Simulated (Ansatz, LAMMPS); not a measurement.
# Relaxing amorphous 29ZrO2-71SiO2 (mol %) (84 atoms), part 4 of 4

Wanted: the relaxed structure of amorphous 29ZrO2-71SiO2 (mol %) (84 atoms) and its electronic structure.

Ansatz 0.2.0; Kohn-Sham DFT, PBE, PAW (set soft_2), plane waves.

The cell: 8 Zr, 20 Si and 56 O. The quench rate of 50 K/ps is orders of magnitude faster than experiment. The starting topology of bonds comes from the classical model. Only the Γ point is sampled in the main run, in a cell whose shortest periodic width is 11 Å.

So far. Step 4 (Cell and atoms relaxed): The relaxation changed the energy by -53.6 meV/atom, and atoms moved by 0.19 Å r.m.s., 0.39 Å at most. Step 7 (K-mesh 2×2×2): Forces differ from those of the single point at the relaxed geometry by 5.6 meV/Å r.m.s.; the energy by -0.51 meV/atom and the gap by -0.014 eV. It took roughly 8.7 times the reference's time (one timing each, with unlike analyses asked), in 10 cycles against 10.

## (8) Functional HSE06

HSE06 mixes in a quarter of exact exchange at short range, which counters self-interaction, at a higher cost.

This step: Kohn-Sham DFT, HSE06, PAW (set soft_2), plane waves (Ansatz 0.2.0).

input.yaml reads:

```yaml
crystal:
  lattice:
    - [10.59653, 0.00633, 0.00457]
    - [0.00633, 10.41361, 0.2741]
    - [0.00457, 0.2741, 10.59754]
  atoms:
    [... the 84 atom lines of step 6 ...]
kpoints:
  mp_grid: { grid: [1, 1, 1] }
hamiltonian:
  xc: hse06
scf:
  occupations: { method: fermi_dirac, width: 0.025 }
output:
  forces: true
  stress: true
  populations: true
  dos:
    method: { smearing: { sigma: 0.08 } }
    de: 0.05
    projected: { site_lists: { O: [O], Si: [Si], Zr: [Zr] } }
  eigenvalues: true
```

On the command line:

```sh
$ ansatz run input.yaml --threads 4 --pin off --max-ram 8192MiB --backend cpu --events-out ev --progress --plain --runs-dir out
```

Standard output:

```text
Warning: output.stress: scf.convergence.dr2_threshold = 1e-7 eV (the SCF's general default) is looser than the 1.6e-9 eV advised for a printed stress (1e-10 eV for each atom of the cell: 84, of which 16 are counted). What an SCF threshold leaves in a stress goes as its square root, and in the free energy as the threshold itself, and one threshold admits the most on a small cell: [...]
Warning: output.stress: scf.exx.energy_threshold = 1e-6 eV is looser than the 1.6e-7 eV advised for a stress under a hybrid functional (1e-8 eV for each atom of the cell: 84, of which 16 are counted). Every SCF of the exchange loop can meet its threshold on dr2 while the loop round them stops early: [...]
exact exchange: scf.exx.singularity resolves to wigner_seitz, which cuts the screened interaction at the faces of the exchange supercell's Wigner-Seitz cell, so that each pair interacts once, at the shortest of its separations (the periodic images that this leaves out come, [...]
[...]
Crystal: 84 atoms, lattice volume = 1168.622 Å³
Basis set: ecut = 420 eV, 22807 PW (Γ), exchange–correlation on 144×144×144 points (8 copies of the dense FFT grid, shifted against one another)
Bands: 340, of which v1, the nominal top of the filled ones, is band 256 counted from 1 (255 counted from 0)
Symmetry: 1 space group operations
[...]
k-points: 1
[...]
SCF iter   1: F=—  HF=-78062.868349 eV  |F-HF|=—  |Δ(HF+E_count)|=         —  Δρ=3.10e-3  dr2=1.20e-1  ethr=1.77e-3  ⟨swp⟩=14.0  Hψ=1804  notcnv=0
[...]
SCF iter   4: F=—  HF=-78062.887754 eV  |F-HF|=—  |Δ(HF+E_count)|=   3.86e-3  Δρ=5.41e-4  dr2=2.80e-3  ethr=1.06e-6  ⟨swp⟩=4.0  Hψ=767  notcnv=0  defer=6
SCF iter   5: F=-78062.887920 eV  HF=-78062.887878 eV  |F-HF|=4.21e-5  |Δ(HF+E_count)|=   1.24e-4  Δρ=1.74e-4  dr2=2.10e-4  ethr=5.46e-7  ⟨swp⟩=4.0  Hψ=681  notcnv=0  defer=6
SCF 1 stopped early in 5 iterations: F = -78062.887920 eV  dr2 = 2.10e-4
[...]
Exchange kernel: α = 0.2500, screened, ω = 0.2079 Å⁻¹, Wigner–Seitz truncation, v(0) = 929.9975 eV·Å³, q-mesh 1×1×1, nearest image of the exchange supercell L = 10.42 Å, pair-density grid 54×54×54, without the augmentation charges, whose exchange is taken in its separable form (sized by the pseudopotential files, [...]
Frozen-core exchange: fock
SCF iter   1: F=—  HF=-78085.577433 eV  |F-HF|=—  |Δ(HF+E_count)|=         —  Δρ=9.49e-3  dr2=1.61e0  ethr=4.09e-7  ⟨swp⟩=15.0  Hψ=1947  notcnv=0
[...]
SCF iter   6: F=—  HF=-78085.267318 eV  |F-HF|=—  |Δ(HF+E_count)|=   1.74e-3  Δρ=2.64e-4  dr2=5.58e-4  ethr=3.30e-7  ⟨swp⟩=7.0  Hψ=881  notcnv=0
SCF iter   7: F=-78085.267194 eV  HF=-78085.267211 eV  |F-HF|=1.69e-5  |Δ(HF+E_count)|=   1.07e-4  Δρ=7.02e-5  dr2=5.28e-5  ethr=1.05e-7  ⟨swp⟩=3.0  Hψ=617  notcnv=0
SCF 2 stopped early in 7 iterations: F = -78085.267194 eV  dr2 = 5.28e-5
  Residual-converged pass: ⟨swp⟩=4.0  Hψ=1064  notcnv=0  max |occ|·‖R‖ = 5.6e-6 eV (tolerance 6.7e-6 eV)  dr2=5.08e-5  dr2_onsite=2.40e-6  max |Δocc| = 0.0e0
[...]
hybrid outer 1: dexx = +2.277e-1 eV, tail = 2.92e-4 eV
[...]
Frozen-core exchange: fock
SCF iter   1: F=—  HF=-78085.264744 eV  |F-HF|=—  |Δ(HF+E_count)|=         —  Δρ=8.55e-5  dr2=8.47e-5  ethr=2.85e-7  ⟨swp⟩=12.0  Hψ=972  notcnv=0
[...]
SCF iter   5: F=—  HF=-78085.264727 eV  |F-HF|=—  |Δ(HF+E_count)|=   1.56e-9  Δρ=2.34e-6  dr2=2.10e-8  ethr=3.25e-11  ⟨swp⟩=6.0  Hψ=731  notcnv=0  defer=12
SCF iter   6: F=-78085.264727 eV  HF=-78085.264727 eV  |F-HF|=6.40e-10  |Δ(HF+E_count)|=   6.29e-9  Δρ=9.13e-7  dr2=6.49e-9  ethr=3.86e-12 (applied; sched 3.52e-12)  ⟨swp⟩=5.0  Hψ=657  notcnv=0  defer=9
SCF 3 converged in 6 iterations: F = -78085.264727 eV  dr2 = 6.49e-9
[...]
hybrid outer 2: dexx = +2.259e-6 eV, tail = 4.37e-8 eV, Δε = 5.02e-3 eV (about 7.75e-5 eV left of the loop's levels), ΔF = 1.77e-2 eV/Å (tail 1.28e-3)
[...]
Frozen-core exchange: fock
SCF iter   1: F=—  HF=-78085.264727 eV  |F-HF|=—  |Δ(HF+E_count)|=         —  Δρ=1.67e-6  dr2=1.54e-8  ethr=4.27e-11  ⟨swp⟩=20.0  Hψ=1280  notcnv=9
[...]
SCF iter   2: F=-78085.264727 eV  HF=-78085.264727 eV  |F-HF|=1.32e-9  |Δ(HF+E_count)|=   1.46e-9  Δρ=4.92e-7  dr2=1.89e-9  ethr=6.92e-12 (applied; sched 2.93e-12)  ⟨swp⟩=3.0  Hψ=646  notcnv=0
SCF 4 converged in 2 iterations: F = -78085.264727 eV  dr2 = 1.89e-9
[...]
hybrid SCF converged: 3 outer / 15 inner (+5 warm-up), last move |dexx| = 8.24e-10 eV, tail = 3.98e-9 eV
Stability not checked: this state was not tested for a lower state beside it, because the functional holds exact exchange (a hybrid, or Hartree-Fock), whose exchange loop this test does not read (fock_operator; see scf.lower_state_search)
Free energy (F): -78085.264727 eV
Frozen-core exchange: fock
[...]
Internal energy: -78085.264727 eV  (E = F + TS)
E sigma→0 (E₀):  -78085.264727 eV
Fermi energy:    5.459030 eV
[...]
Σ components = -78085.264727   (vs F -78085.264727, Δ=0.00e0)
--- Forces (eV/Å), atoms counted from 1 ---
  atom   1  Zr     0.06134435     0.17441736    -0.10822038
  atom   2  Zr     0.19576546    -0.12648613    -0.01830528
  atom   3  Zr    -0.10142342     0.18556121    -0.11465463
  atom   4  Zr     0.04936423    -0.09393552    -0.10108316
[...]
atom  84  O      0.03532254    -0.39143038    -0.31721011
  max |Σ_I F_I| component: 2.74e-5 eV/Å
--- Stress (GPa, compression-positive) ---
       -4.943868      -0.048069       0.035401
       -0.048070      -4.998723       0.070300
        0.035401       0.070302      -4.999485
  P = ⅓ Tr σ = -4.9807 GPa (-49.807 kbar)
--- Band table (eV) ---
[...]
--- Löwdin populations: 84 sites ---
  site symbol       q [e]
     0     Zr     10.2566
     1     Zr     10.2685
     2     Zr     10.2998
[...]
83      O      6.7473
  spilling = 0.010604 (of n_electrons = 512.000000)
```

It took 2.3 min on 4 threads of Intel Xeon Platinum 8559C (Emerald Rapids), shared host; peak memory 3.6 GiB; 8.6 min of CPU time.

The program notes that the exchange threshold is loose for the stress and the SCF threshold is loose for the stress.

Geometry and reference: those of the single point at the relaxed geometry.

Forces differ from those of the single point at the relaxed geometry by 188 meV/Å r.m.s.; the pressure by -5.0 GPa and the gap by +1.7 eV. It took roughly 17 times the reference's time (one timing each, with unlike analyses asked), in 20 cycles against 10.

The run gave:

```yaml
free_energy: -78085.2647 eV
free_energy_per_atom: -929.5865 eV/atom
scf_cycles: 20
pressure: -4.981 GPa
r_m_s_force_component: 0.1865 eV/Å
longest_force: 0.5299 eV/Å
fermi_energy: 5.459 eV
spacing_of_highest_filled_and_lowest_empty_level: 5.755 eV
spilling_of_the_projection: 0.0106
```

Length of the force by element and coordination:

| element | coordination | atoms | mean length of the force (eV/Å) | spread | least | most |
| --- | --- | --- | --- | --- | --- | --- |
| O | all | 56 | 0.363 | 0.0986 | 0.158 | 0.530 |
| O | 2 | 44 | 0.386 | 0.0909 | 0.175 | 0.530 |
| O | 3 | 12 | 0.281 | 0.0803 | 0.158 | 0.441 |
| Si | all | 20 | 0.0946 | 0.0306 | 0.0318 | 0.151 |
| Zr | all | 8 | 0.259 | 0.103 | 0.147 | 0.473 |
| Zr | 5 | 5 | 0.231 | 0.0802 | 0.147 | 0.373 |
| Zr | 6 | 2 | 0.224 | 0.0094 | 0.214 | 0.233 |
| Zr | 7 | 1 | 0.473 | 0 | 0.473 | 0.473 |

Löwdin charges by element and coordination (they lack the spilled electrons, 0.065 e an atom on average):

```csv
element,coordination,atoms,mean charge (e),spread,least,most
O,all,56,-0.793,0.033,-0.839,-0.682
O,2,44,-0.795,0.0337,-0.827,-0.682
O,3,12,-0.785,0.0291,-0.839,-0.733
Si,all,20,1.81,0.0271,1.76,1.86
Zr,all,8,1.71,0.032,1.64,1.74
Zr,5,5,1.70,0.037,1.64,1.74
Zr,6,2,1.73,0.0133,1.72,1.74
Zr,7,1,1.71,0,1.71,1.71
```

Density of states as counts of states in windows of 1 eV (from the Fermi level), total and the larger projections:

| from (eV) | to (eV) | total | O p | Zr d | Si p |
| --- | --- | --- | --- | --- | --- |
| -18 | -13 | 0.0 | 0.0 | 0.0 | 0.0 |
| -13 | -12 | 6.0 | 4.0 | 0.0 | 0.2 |
| -12 | -11 | 11.0 | 7.4 | 0.1 | 0.6 |
| -11 | -10 | 11.8 | 8.2 | 0.1 | 1.2 |
| -10 | -9 | 14.6 | 10.8 | 0.2 | 2.2 |
| -9 | -8 | 26.6 | 20.3 | 0.8 | 4.3 |
| -8 | -7 | 34.1 | 26.0 | 2.2 | 3.5 |
| -7 | -6 | 45.7 | 37.7 | 3.2 | 2.2 |
| -6 | -5 | 63.1 | 55.7 | 3.3 | 1.6 |
| -5 | -4 | 65.5 | 60.1 | 2.2 | 1.0 |
| -4 | -3 | 53.8 | 51.2 | 1.1 | 0.4 |
| -3 | -2 | 4.0 | 3.8 | 0.1 | 0.0 |
| -2 | 2 | 0.0 | 0.0 | 0.0 | 0.0 |
| 2 | 3 | 3.8 | 0.3 | 3.1 | 0.1 |
| 3 | 4 | 23.2 | 2.3 | 17.3 | 0.6 |
| 4 | 5 | 22.8 | 2.8 | 16.1 | 0.8 |

Between -26 and -18 eV lie 112 more states.

The levels nearest the highest filled one (over half full), pooled over k-points and spins:

| level less the highest filled one (eV) | occupation |
| --- | --- |
| -0.357 | 2 |
| -0.273 | 2 |
| -0.227 | 2 |
| -0.129 | 2 |
| -0.0978 | 2 |
| 0 | 2 |
| 5.75 | 0 |
| 5.81 | 0 |
| 6.06 | 0 |
| 6.08 | 0 |
| 6.14 | 0 |
| 6.28 | 0 |

## (9) Functional r2SCAN (500 eV)

The meta-GGA r2SCAN uses the kinetic energy density as well as the density and its gradient. Besides, the cutoff goes from 420 to 500 eV.

This step: Kohn-Sham DFT, r2SCAN, PAW (set soft_2), plane waves (Ansatz 0.2.0).

Changes to input.yaml since step 8:

```diff
@@ -10,3 +10,3 @@
 hamiltonian:
-  xc: hse06
+  xc: r2scan
 scf:
```

Standard output:

```text
[...]
Crystal: 84 atoms, lattice volume = 1168.622 Å³
Basis set: ecut = 500 eV, 29659 PW (Γ), exchange–correlation on 320×320×320 points (64 copies of the dense FFT grid, shifted against one another)
Bands: 340, of which v1, the nominal top of the filled ones, is band 256 counted from 1 (255 counted from 0)
Symmetry: 1 space group operations
[...]
k-points: 1
[...]
SCF iter   1: F=—  HF=-78292.838880 eV  |F-HF|=—  |Δ(HF+E_count)|=         —  Δρ=9.81e-3  dr2=1.40e0  dr2_τ=6.39e0  ethr=1.77e-3  ⟨swp⟩=5.0  Hψ=1341  notcnv=0  defer=60
[...]
SCF iter  10: F=—  HF=-78294.673932 eV  |F-HF|=—  |Δ(HF+E_count)|=   4.40e-7  Δρ=2.85e-6  dr2=1.01e-7  dr2_τ=1.20e-8  ethr=1.95e-11  ⟨swp⟩=15.0  Hψ=1997  notcnv=0
SCF iter  11: F=-78294.673933 eV  HF=-78294.673933 eV  |F-HF|=6.58e-9  |Δ(HF+E_count)|=   9.79e-8  Δρ=1.27e-6  dr2=1.96e-8  dr2_τ=2.17e-9  ethr=1.95e-11  ⟨swp⟩=4.0  Hψ=945  notcnv=0
SCF 1 converged in 11 iterations: F = -78294.673933 eV  dr2 = 1.96e-8
[...]
SCF converged after 11 iterations
Free energy (F): -78294.673933 eV
[...]
Internal energy: -78294.673933 eV  (E = F + TS)
E sigma→0 (E₀):  -78294.673933 eV
Fermi energy:    5.663333 eV
[...]
Σ components = -78294.673933   (vs F -78294.673933, Δ=0.00e0)
--- Forces (eV/Å), atoms counted from 1 ---
  atom   1  Zr    -0.00920091     0.00719956    -0.00621244
  atom   2  Zr     0.05589805     0.00710992    -0.01056689
  atom   3  Zr    -0.04535665     0.01919613    -0.01249453
  atom   4  Zr     0.02236934    -0.00759757    -0.01093808
[...]
atom  84  O      0.20308766    -0.26155351    -0.21863199
  max |Σ_I F_I| component: 7.73e-5 eV/Å
--- Stress (GPa, compression-positive) ---
       -4.447657      -0.013901       0.010270
       -0.013902      -4.439903       0.024072
        0.010268       0.024071      -4.377666
  P = ⅓ Tr σ = -4.4217 GPa (-44.217 kbar)
--- Band table (eV) ---
[...]
--- Löwdin populations: 84 sites ---
  site symbol       q [e]
     0     Zr     10.3223
     1     Zr     10.3359
     2     Zr     10.3677
[...]
83      O      6.7353
  spilling = 0.010327 (of n_electrons = 512.000000)
```

Elapsed: 25 s, on 4 threads; peak memory 3.2 GiB.

Geometry and reference: those of the single point at the relaxed geometry.

Forces differ from those of the single point at the relaxed geometry by 158 meV/Å r.m.s.; the pressure by -4.4 GPa and the gap by +0.49 eV. It took roughly 3.1 times the reference's time (one timing each, with unlike analyses asked), in 11 cycles against 10.

## (10) Functional PBEsol

PBEsol restores the gradient expansion of exchange for slowly varying densities and usually gives shorter bonds in solids than PBE.

This step: Kohn-Sham DFT, PBEsol, PAW (set soft_2), plane waves (Ansatz 0.2.0).

Changes to input.yaml since step 9:

```diff
@@ -10,3 +10,3 @@
 hamiltonian:
-  xc: r2scan
+  xc: pbesol
 scf:
```

Standard output:

```text
[...]
Crystal: 84 atoms, lattice volume = 1168.622 Å³
Basis set: ecut = 420 eV, 22807 PW (Γ), exchange–correlation on 144×144×144 points (8 copies of the dense FFT grid, shifted against one another)
Bands: 340, of which v1, the nominal top of the filled ones, is band 256 counted from 1 (255 counted from 0)
Symmetry: 1 space group operations
[...]
k-points: 1
[...]
SCF iter   1: F=—  HF=-76966.570409 eV  |F-HF|=—  |Δ(HF+E_count)|=         —  Δρ=1.25e-2  dr2=1.53e0  ethr=1.77e-3  ⟨swp⟩=5.0  Hψ=1366  notcnv=0  defer=59
[...]
SCF iter  10: F=—  HF=-76966.183602 eV  |F-HF|=—  |Δ(HF+E_count)|=   5.63e-7  Δρ=4.28e-6  dr2=2.21e-7  ethr=1.28e-10  ⟨swp⟩=2.0  Hψ=483  notcnv=0  defer=79
SCF iter  11: F=-76966.183602 eV  HF=-76966.183602 eV  |F-HF|=3.65e-8  |Δ(HF+E_count)|=   1.49e-7  Δρ=1.28e-6  dr2=2.33e-8  ethr=1.95e-11  ⟨swp⟩=14.0  Hψ=1844  notcnv=0
SCF 1 converged in 11 iterations: F = -76966.183602 eV  dr2 = 2.33e-8
[...]
SCF converged after 11 iterations
Free energy (F): -76966.183602 eV
[...]
Internal energy: -76966.183602 eV  (E = F + TS)
E sigma→0 (E₀):  -76966.183602 eV
Fermi energy:    5.685912 eV
[...]
Σ components = -76966.183602   (vs F -76966.183602, Δ=0.00e0)
--- Forces (eV/Å), atoms counted from 1 ---
  atom   1  Zr     0.06666968     0.08883987     0.02356437
  atom   2  Zr     0.11561643    -0.02709337    -0.03056509
  atom   3  Zr     0.00754048    -0.02281309    -0.11313834
  atom   4  Zr    -0.02786016    -0.10562197    -0.05270864
[...]
atom  84  O     -0.12929943    -0.10954491    -0.05596695
  max |Σ_I F_I| component: 2.31e-5 eV/Å
--- Stress (GPa, compression-positive) ---
       -3.191153      -0.034949       0.022639
       -0.034950      -3.316745      -0.028849
        0.022639      -0.028849      -3.239735
  P = ⅓ Tr σ = -3.2492 GPa (-32.492 kbar)
--- Band table (eV) ---
[...]
--- Löwdin populations: 84 sites ---
  site symbol       q [e]
     0     Zr     10.4501
     1     Zr     10.4569
     2     Zr     10.4884
[...]
83      O      6.6833
  spilling = 0.010453 (of n_electrons = 512.000000)
```

Elapsed: 9.3 s, on 4 threads; peak memory 1.5 GiB.

Geometry and reference: those of the single point at the relaxed geometry.

Forces differ from those of the single point at the relaxed geometry by 68 meV/Å r.m.s.; the pressure by -3.2 GPa and the gap by -0.045 eV.

## (11) Cost against change

Differences are against the single point at the relaxed geometry (Kohn-Sham DFT, PBE, PAW (set soft_2), plane waves), whose r.m.s. force component is 0.00798 eV/Å. Energies are set beside the reference only for runs with its functional, potentials and electron count. Times are for 4 threads of Intel Xeon Platinum 8559C (Emerald Rapids), shared host. The reference's time includes grids, which some other runs skip.

```
                       run  Δ force, r.m.s. (meV/Å)  Δ energy (meV/atom)  Δ pressure (GPa)  Δ gap (eV)  cycles     time  host memory (GiB)
                 reference                        -                    -                 -           -      10      8 s                1.5
              k-mesh 2×2×2                     5.60               -0.511            0.0024     -0.0144      10     70 s                6.2
          functional HSE06                      188                    -             -4.97        1.68      20  2.3 min                3.6
functional r2SCAN (500 eV)                      158                    -             -4.42       0.488      11     25 s                3.2
         functional PBEsol                     68.3                    -             -3.24     -0.0454      11    9.3 s                1.5
```

## (12) Results

* energy change in the relaxation: -53.6 meV/atom
* r.m.s. displacement: 0.186 Å
* largest displacement: 0.393 Å
* free energy per atom: -929.3198 eV/atom
* pressure: -0.005692 GPa
* r.m.s. force component: 0.00798 eV/Å
* gap (highest filled to lowest empty level): 4.079 eV
* wall time of the 7 DFT runs: 5.6 min

In words: Relaxation lowers the energy by 53.6 meV/atom and moves atoms by 0.19 Å r.m.s.; the r.m.s. force component goes from 0.93 to 0.0080 eV/Å. Displacements are taken in the final cell, so they leave out its strain. By the final cutoffs 0 of 122 bonded pairs parted and 2 joined. The cell shrank by 4.4 % in volume. From the first step to the last the energy fell by 4.502 eV, across changes of basis, and the largest move was 0.39 Å (O56). The O-Si bonds change most in mean length: from 1.625 Å (spread 0.043) to 1.637 Å (spread 0.026). Counting bonds as in the table, 79 % of O atoms have 2, all Si atoms have 4 and 62 % of Zr atoms have 5 bonded neighbours. 54 % of the oxygens bridge two formers and 36 % are non-bridging; 11 % join none. Between filled and empty levels lie 4.08 eV (at Γ alone); a semilocal functional tends to put such gaps too low. In a disordered cell it changes from sample to sample, and tail or defect levels can set it.

Among the changes of functional, dispersion, potentials or spin, functional HSE06 moves the forces most, by 188 meV/Å r.m.s. The gap changes by +1.68 eV with HSE06.

Caveats: The network of bonds at the start is that of the classical potential that made the cell; in DFT 0 of its 122 bonded pairs passed out of the cutoffs and 2 came within them.

[Long decimals in the printed logs are rounded to 6 places.]

[Logs are printed without paths, hosts, clocks, repeated set-up lines and the standing remarks that a program may print on its own settings, such as how far it seeks lower states.]

[Hosts, paths, dates, database ids (printed as entryN), source tags and the programs' standing remarks are cut or masked in the printed files.]

[A walk said to have stopped at its limit may instead have ended on an SCF cycle that didn't converge.]
